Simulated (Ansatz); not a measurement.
**Work function of Nb(111): what the settings cost and change**

How far do cutoff, k-mesh and smearing move the work function of Nb(111)?

Calculated with Ansatz 0.2.0; plane-wave DFT, PBE, Ansatz PAW.

The experiments to compare with:

“Anisotropic work function of elemental crystals” (2019, arxiv:1902.07811) quotes from earlier work for Nb (clean (111) face, a compiled value): work function (clean (111) face, a compiled value) 4.08 eV.

Report form: the programs' logs are mostly left out.

**1. Set-up**

The cell holds 11 atoms: 11 Nb. Its edges and angles: a = 4.667 Å, b = 4.667 Å, c = 27.526 Å, α = 90.0°, β = 90.0°, γ = 60.0°. Vacuum lies along c.

**2. Slab, setting cutoff 200 eV**

A work function rests on the faint tail of the density, so the SCF threshold is tight. The cutoff is raised first; then mesh and smearing are varied at the default cutoff.

Contents of input.yaml:

```yaml
crystal:
  lattice:
    - [4.6669047558, 0.0, 0.0]
    - [2.3334523779, 4.0416580756, 0.0]
    - [0.0, 0.0, 27.5262794416]
  atoms:
    - { symbol: Nb, position: [0.6666666667, 0.6666666667, 0.3269602788] }
    - { symbol: Nb, position: [0.0, 0.0, 0.361568223] }
    - { symbol: Nb, position: [0.3333333333, 0.3333333333, 0.3961761673] }
    - { symbol: Nb, position: [0.6666666667, 0.6666666667, 0.4307841115] }
    - { symbol: Nb, position: [0.0, 0.0, 0.4653920558] }
    - { symbol: Nb, position: [0.3333333333, 0.3333333333, 0.5] }
    - { symbol: Nb, position: [0.6666666667, 0.6666666667, 0.5346079442] }
    - { symbol: Nb, position: [0.0, 0.0, 0.5692158885] }
    - { symbol: Nb, position: [0.3333333333, 0.3333333333, 0.6038238327] }
    - { symbol: Nb, position: [0.6666666667, 0.6666666667, 0.638431777] }
    - { symbol: Nb, position: [0.0, 0.0, 0.6730397212] }
kpoints:
  mp_grid: { grid: [10, 10, 1] }
hamiltonian:
  xc: pbe
scf:
  occupations: { method: fermi_dirac, width: 0.1 }
  convergence: { dr2_threshold: 1.0e-09 }
efield:
  axis: 3
  dipole_correction: true
  ramp_position: 0.97
  ramp_width: 0.06
basis:
  ecutwfc: "200 eV"
output:
  write_potential: true
  write_density: true
  volumetric_format: npy
  elf: true
```

Started as:

```console
$ ansatz run input.yaml --threads 2 --pin off --max-ram 3072MiB --backend cpu --events-out ev --progress --plain --runs-dir out
```

Wall time 42 s (2 threads of Arm Neoverse N1, shared host); peak memory 0.54 GiB.

This step gave:

```yaml
energy_at_zero_smearing: -50043.2615 eV
work_function_upper_face: 3.528 eV
```

Running mean over 0.9526 Å of the planar mean; the ramp of the sawtooth is left out. Table of electron's electrostatic potential energy less the Fermi level by z:

```tsv
z (Å)	electron's electrostatic potential energy less the Fermi level (eV)
3.23	3.52
3.87	3.51
4.30	3.50
4.95	3.49
5.59	3.47
6.02	3.44
6.67	3.31
7.31	2.82
7.74	1.81
8.39	-2.88
8.82	-7.21
9.46	-10.6
10.11	-11.0
10.54	-11.0
11.18	-11.1
11.83	-11.1
12.26	-11.1
12.90	-11.1
13.55	-11.1
13.98	-11.1
14.62	-11.1
15.27	-11.1
15.70	-11.1
16.34	-11.1
16.99	-11.0
17.42	-11.0
18.06	-10.6
18.71	-7.21
19.14	-2.88
19.78	1.81
20.21	2.82
20.86	3.31
21.50	3.44
21.93	3.47
22.58	3.49
23.23	3.50
23.66	3.51
24.30	3.52
```

Valence density in the ca plane at fractional y = 0.000, with atoms of Nb within 0.2 Å of it. It is the smooth field of the valence electrons, not physical close to the nuclei.

Ten even steps from '0' (0.0 e/Å³) to '9' (4.8 e/Å³), each cell a mean:
```
00000389830014998200169962002699610000000000
00000135310001453100024520001254200000000000
00000001000000010000000100000010000000000000
00000000000000000000000000000000000000000000
00000000000000000000000000000000000000000000
00000000000000000000000000000000000000000000
00000000000000000000000000000000000000000000
00000000000000000000000000000000000000000000
00000000000000000000000000000000000000000000
00000012100000221000012210000122100000000000
00000268620003785100147841001487400000000000
00000499941015999300179972002799710000000000
```
Columns run along c (16.0 Å, from fractional 0.27 to 0.85 of the cell), rows up along a (4.7 Å). Atoms in or near the plane, at fractional coordinates: Nb at (0.36, 0.00), Nb at (0.47, 0.00), Nb at (0.57, 0.00), Nb at (0.67, 0.00).

Electrostatic potential energy in the ca plane at fractional y = 0.000, with atoms of Nb within 0.2 Å of it. With pseudopotentials it is smooth inside the atoms' cores, unlike the true potential.

Ten even steps from '0' (-73 eV) to '9' (8 eV), each cell a mean:
```
99998510158984001689730026996200379999999999
99999753579997435899864468998644689999999999
99999988899999888999988889999888899999999999
99999999999999999999999999999999999999999999
99999999999999999999999999999999999999999999
99999999999999999999999999999999999999999999
99999999999999999999999999999999999999999999
99999999999999999999999999999999999999999999
99999999999999999999999999999999999999999999
99999876789998767899986679999766789999999999
99998621268985213799841147997411479999999999
99998400048973000589720016886100279999999999
```
Columns run along c (16.0 Å, from fractional 0.27 to 0.85 of the cell; values clipped at the 3rd and 97th percentile), rows up along a (4.7 Å). Atoms in or near the plane, at fractional coordinates: Nb at (0.36, 0.00), Nb at (0.47, 0.00), Nb at (0.57, 0.00), Nb at (0.67, 0.00).

ELF in the ca plane at fractional y = 0.000, with atoms of Nb within 0.2 Å of it. It is the smooth field of the valence electrons, not physical close to the nuclei.

Values, 7 rows by 16 columns, each cell a mean:
```
0.21 0.25 0.63 0.46 0.36 0.65 0.39 0.40 0.64 0.35 0.47 0.64 0.19 0.02 0.00 0.00
0.22 0.28 0.31 0.31 0.34 0.31 0.33 0.32 0.30 0.35 0.35 0.30 0.09 0.02 0.00 0.00
0.10 0.26 0.40 0.36 0.36 0.39 0.36 0.36 0.38 0.36 0.36 0.31 0.17 0.02 0.00 0.00
0.07 0.19 0.36 0.31 0.31 0.36 0.30 0.30 0.34 0.30 0.28 0.31 0.21 0.02 0.00 0.00
0.13 0.29 0.38 0.37 0.38 0.37 0.38 0.38 0.36 0.38 0.39 0.29 0.14 0.02 0.00 0.00
0.23 0.25 0.40 0.31 0.31 0.41 0.30 0.30 0.41 0.33 0.34 0.41 0.09 0.02 0.00 0.00
0.19 0.28 0.58 0.50 0.39 0.58 0.43 0.45 0.58 0.38 0.50 0.59 0.24 0.02 0.00 0.00
```
Columns run along c (16.0 Å, from fractional 0.27 to 0.85 of the cell), rows up along a (4.7 Å). Atoms in or near the plane, at fractional coordinates: Nb at (0.36, 0.00), Nb at (0.47, 0.00), Nb at (0.57, 0.00), Nb at (0.67, 0.00).

The work function is 3.528 eV.

**3. Run**

Edit input.yaml of step 2 so:

```diff
@@ -30,3 +30,3 @@
 basis:
-  ecutwfc: "200 eV"
+  ecutwfc: "300 eV"
 output:
@@ -35,2 +35 @@
   volumetric_format: npy
-  elf: true
```

Elapsed: 69 s, on 2 threads; peak memory 0.79 GiB.

The work function is 3.413 eV, -0.115 eV from the run “cutoff 200 eV”, at 1.6 times its CPU time.

**4. Slab**

Edit input.yaml of step 3 so:

```diff
@@ -30,3 +30,3 @@
 basis:
-  ecutwfc: "300 eV"
+  ecutwfc: "420 eV"
 output:
```

The job ended after 1.9 min (2 threads; peak memory 1.1 GiB; 3.4 min of CPU time).

The work function is 3.412 eV, -0.117 eV from the run “cutoff 200 eV”, at 2.8 times its CPU time.

**5. Run**

Edit input.yaml of step 4 so:

```diff
@@ -30,3 +30,3 @@
 basis:
-  ecutwfc: "420 eV"
+  ecutwfc: "600 eV"
 output:
```

Run time: 3.4 min. Hardware: 2 threads; peak memory 1.8 GiB.

The work function is 3.412 eV, -0.000 eV from the run “cutoff 420 eV”, at 1.7 times its CPU time.

**6. Slab**

Edit input.yaml of step 5 so:

```diff
@@ -18,3 +18,3 @@
 kpoints:
-  mp_grid: { grid: [10, 10, 1] }
+  mp_grid: { grid: [2, 2, 1] }
 hamiltonian:
@@ -29,4 +29,2 @@
   ramp_width: 0.06
-basis:
-  ecutwfc: "600 eV"
 output:
```

Wall time 16 s (2 threads); peak memory 0.71 GiB; 18 s of CPU time.

The work function is 3.402 eV, -0.010 eV from the run “cutoff 420 eV”, at 0.092 times its CPU time.

**7. Slab**

Edit input.yaml of step 6 so:

```diff
@@ -18,3 +18,3 @@
 kpoints:
-  mp_grid: { grid: [2, 2, 1] }
+  mp_grid: { grid: [3, 3, 1] }
 hamiltonian:
```

Wall time 29 s (2 threads); peak memory 0.75 GiB.

The work function is 3.353 eV, -0.059 eV from the run “cutoff 420 eV”, at 0.21 times its CPU time.

**8. Slab**

Edit input.yaml of step 7 so:

```diff
@@ -18,3 +18,3 @@
 kpoints:
-  mp_grid: { grid: [3, 3, 1] }
+  mp_grid: { grid: [7, 7, 1] }
 hamiltonian:
```

The job ended after 76 s (2 threads; peak memory 0.93 GiB; 2 min of CPU time).

The work function is 3.417 eV, +0.005 eV from the run “cutoff 420 eV”, at 0.59 times its CPU time.

**9. Slab**

Edit input.yaml of step 8 so:

```diff
@@ -18,3 +18,3 @@
 kpoints:
-  mp_grid: { grid: [7, 7, 1] }
+  mp_grid: { grid: [15, 15, 1] }
 hamiltonian:
```

Wall time 4 min (2 threads); peak memory 1.6 GiB.

The work function is 3.412 eV, +0.001 eV from the run “cutoff 420 eV”, at 2.1 times its CPU time.

**10. Slab**

Edit input.yaml of step 9 so:

```diff
@@ -18,3 +18,3 @@
 kpoints:
-  mp_grid: { grid: [15, 15, 1] }
+  mp_grid: { grid: [10, 10, 1] }
 hamiltonian:
@@ -22,3 +22,3 @@
 scf:
-  occupations: { method: fermi_dirac, width: 0.1 }
+  occupations: { method: gaussian, width: 0.05 }
   convergence: { dr2_threshold: 1.0e-09 }
```

It took 2 min on 2 threads; peak memory 1.1 GiB.

The work function is 3.357 eV, -0.055 eV from the run “cutoff 420 eV”, at 1.0 times its CPU time.

**11. Run**

Edit input.yaml of step 10 so:

```diff
@@ -22,3 +22,3 @@
 scf:
-  occupations: { method: gaussian, width: 0.05 }
+  occupations: { method: methfessel_paxton, width: 0.2 }
   convergence: { dr2_threshold: 1.0e-09 }
```

It took 1.8 min on 2 threads; peak memory 1.1 GiB; 3.2 min of CPU time.

The work function is 3.364 eV, -0.048 eV from the run “cutoff 420 eV”, at 0.95 times its CPU time.

**12. Slab**

Edit input.yaml of step 11 so:

```diff
@@ -22,3 +22,3 @@
 scf:
-  occupations: { method: methfessel_paxton, width: 0.2 }
+  occupations: { method: fermi_dirac, width: 0.3 }
   convergence: { dr2_threshold: 1.0e-09 }
```

It took 2.3 min on 2 threads; peak memory 1.3 GiB; 3.9 min of CPU time.

The work function is 3.597 eV, +0.186 eV from the run “cutoff 420 eV”, at 1.2 times its CPU time.

**13. Run**

Edit input.yaml of step 12 so:

```diff
@@ -22,3 +22,3 @@
 scf:
-  occupations: { method: fermi_dirac, width: 0.3 }
+  occupations: { method: cold, width: 0.1 }
   convergence: { dr2_threshold: 1.0e-09 }
```

Elapsed: 2 min, on 2 threads; peak memory 1.1 GiB.

The work function is 3.367 eV, -0.045 eV from the run “cutoff 420 eV”, at 1.0 times its CPU time.

**14. The series together**

Times are for 2 threads of Arm Neoverse N1, shared host. The runs compared:

```tsv
no.	setting	work function, upper face (eV)	time	memory (GiB)
1	cutoff 200 eV	3.528	42 s	0.54
2	cutoff 300 eV	3.413	69 s	0.79
3	cutoff 420 eV	3.412	1.9 min	1.1
4	cutoff 600 eV	3.412	3.4 min	1.8
5	mesh 2x2	3.402	16 s	0.71
6	mesh 3x3	3.353	29 s	0.75
7	mesh 7x7	3.417	76 s	0.93
8	mesh 15x15	3.412	4 min	1.6
9	Gaussian smearing 0.05 eV	3.357	2 min	1.1
10	methfessel_paxton smearing 0.2 eV	3.364	1.8 min	1.1
11	fermi_dirac smearing 0.3 eV	3.597	2.3 min	1.3
12	cold smearing 0.1 eV	3.367	2 min	1.1
```

**15. A changed input**

An input spoilt on purpose, to show how the run answers: it repeats the earlier run “cutoff 200 eV” with scf.occupations from method: fermi_dirac, width: 0.1 to method: fixed, and scf.max_iter set to 100; its output block differs too.

Edit input.yaml of step 13 so:

```diff
@@ -22,4 +22,5 @@
 scf:
-  occupations: { method: cold, width: 0.1 }
+  occupations: { method: fixed }
   convergence: { dr2_threshold: 1.0e-09 }
+  max_iter: 100
 efield:
@@ -29,2 +30,4 @@
   ramp_width: 0.06
+basis:
+  ecutwfc: "200 eV"
 output:
```

The job ended after 0.08 s (2 threads; peak memory 0.08 GiB).

The program refused the input before any cycle.

The program's message: “Error: inconsistent input (scf.occupations.method, magnetization): a σ = 0 step fill (method: fixed, or a smearing width below the step floor) cannot realise an odd electron count (143) without a lock …”

The fault put into the input: fixed occupations, which need whole filled bands.

**16. Summary of results**

```yaml
work_function_cutoff_420_ev: 3.412 eV
work_function_cutoff_600_ev: 3.412 eV
work_function_mesh_3x3: 3.353 eV
work_function_fermi_dirac_smearing_0p3_ev: 3.597 eV
```

The run at the highest cutoff gives 3.41 eV, and the settings tried spread the value from 3.35 to 3.60 eV. Against 600 eV, a cutoff of 200 eV is off by +0.117 eV. Against 600 eV, a cutoff of 420 eV is off by +0.000 eV. Against the finest mesh, 15 points along a, the coarser ones are off by -0.01 (2), -0.06 (3) and +0.00 (7) eV. The smearing schemes and widths spread it over 0.24 eV. The ladder's slabs use the tabulated experimental lattice constant (two decimals; a low-temperature value for the alkali metals). This open face is not relaxed here, and relaxation moves such faces by up to a few tenths of an eV. In 1 run of the series (cutoff 200 eV) the program warns that electrons reach the sawtooth's ramp, which makes dipole and work function less sure.

Comparison with the measured values:

| quantity | measured | cutoff 600 eV |
| --- | --- | --- |
| work function (clean (111) face, a compiled value) (eV) | 4.08 | 3.41 (-0.67 eV) |

Measured values from arxiv:1902.07811 (2019).

Verdict: The work function is off by -0.67 eV: a clear miss. The grades are ours: good and fair within 3 and 7 % for the work function. No cell relaxation is part of this session.

[Logs are printed without paths, hosts, clocks, repeated set-up lines and the standing remarks that a program may print on its own settings, such as how far it seeks lower states.]

[Hosts, paths, dates, database ids (printed as entryN), source tags and the programs' standing remarks are cut or masked in the printed files.]

[Maps of the electrostatic potential energy from Ansatz leave out the sawtooth potential of an applied field or a dipole correction, so their vacuum need not be flat; planar profiles and work functions include it.]
